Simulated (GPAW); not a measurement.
Consider ZnSe (zinc-blende (ZnSe)1-x(CdSe)x, x = 0, F-43m).

```xyz
16
Lattice="0.0000 5.6680 5.6680 5.6680 0.0000 5.6680 5.6680 5.6680 0.0000" Properties=species:S:1:pos:R:3 pbc="T T T"
Zn    0.0000    0.0000    0.0000
Se    1.4170    1.4170    1.4170
Zn    2.8340    2.8340    0.0000
Se    4.2510    4.2510    1.4170
Zn    2.8340    0.0000    2.8340
Se    4.2510    1.4170    4.2510
Zn    5.6680    2.8340    2.8340
Se    7.0850    4.2510    4.2510
Zn    0.0000    2.8340    2.8340
Se    1.4170    4.2510    4.2510
Zn    2.8340    5.6680    2.8340
Se    4.2510    7.0850    4.2510
Zn    8.5020    8.5020    5.6680
Se    4.2510    4.2510    7.0850
Zn    5.6680    5.6680    5.6680
Se    7.0850    7.0850    7.0850
```

Absorber: atom 2, with 4 Zn at 2.45 Å (tetrahedral). Method: GPAW, LDA, excited-electron core hole (neutral cell), 16-atom cell with 8.0 Å between holes, 4×4×4 k points, dipole transitions, Gaussian full width 2.33 eV up to 4 eV, rising linearly to 3.5 eV at 25 eV.

Q: Predict the near-edge structure at the Se K edge.

Main maxima up to 28 eV above the zero (height): 6.8 eV (1.52), 15.2 eV (0.95), 22.8 eV (0.92) and 26.8 eV (1.02). A K edge sees empty p states on the absorber. 

The Se K spectrum (energy from the bottom of the conduction band, which holds the excited electron; intensity scaled to a mean of 1 over the first 20 eV):

```csv
E (eV),intensity
-2.0,0.00
-1.4,0.00
-0.8,0.02
-0.2,0.08
0.4,0.22
1.0,0.48
1.6,0.82
2.2,1.13
2.8,1.33
3.4,1.41
4.0,1.42
4.6,1.43
5.2,1.43
5.8,1.46
6.4,1.50
7.0,1.51
7.6,1.43
8.2,1.30
8.8,1.15
9.4,0.99
10.0,0.81
10.6,0.66
11.2,0.57
11.8,0.58
12.4,0.65
13.0,0.75
13.6,0.84
14.2,0.91
14.8,0.95
15.4,0.95
16.0,0.94
16.6,0.93
17.2,0.93
17.8,0.92
18.4,0.90
19.0,0.86
19.6,0.82
20.2,0.80
20.8,0.82
21.4,0.86
22.0,0.90
22.6,0.92
23.2,0.91
23.8,0.90
24.4,0.89
25.0,0.92
25.6,0.96
26.2,1.00
26.8,1.02
27.4,0.99
28.0,0.92
28.6,0.84
```

The script folds with a Gaussian, whereas the core hole's own line is a Lorentzian, so the onset is too steep and the first peak too high. Lifetime broadening is put in by hand, and intensities beyond about 20 eV depend on it and on the partial waves.

[Banner, clock and machine lines of the logs are left out without a mark of their own.]

[Logs are printed without paths, hosts, clocks, repeated set-up lines and the standing remarks that a program may print on its own settings, such as how far it seeks lower states.]

[Hosts, paths, dates, database ids (printed as entryN), source tags and the programs' standing remarks are cut or masked in the printed files.]

[Lists of maxima count a maximum above −3 eV only where it reaches 4 % of the highest in the window and stands out from its surroundings by 2 % of it (1.5 % where it reaches 55 %); shoulders and weaker maxima are passed over, and of the rest the first, up to two pre-edge ones and the few strongest are named.]
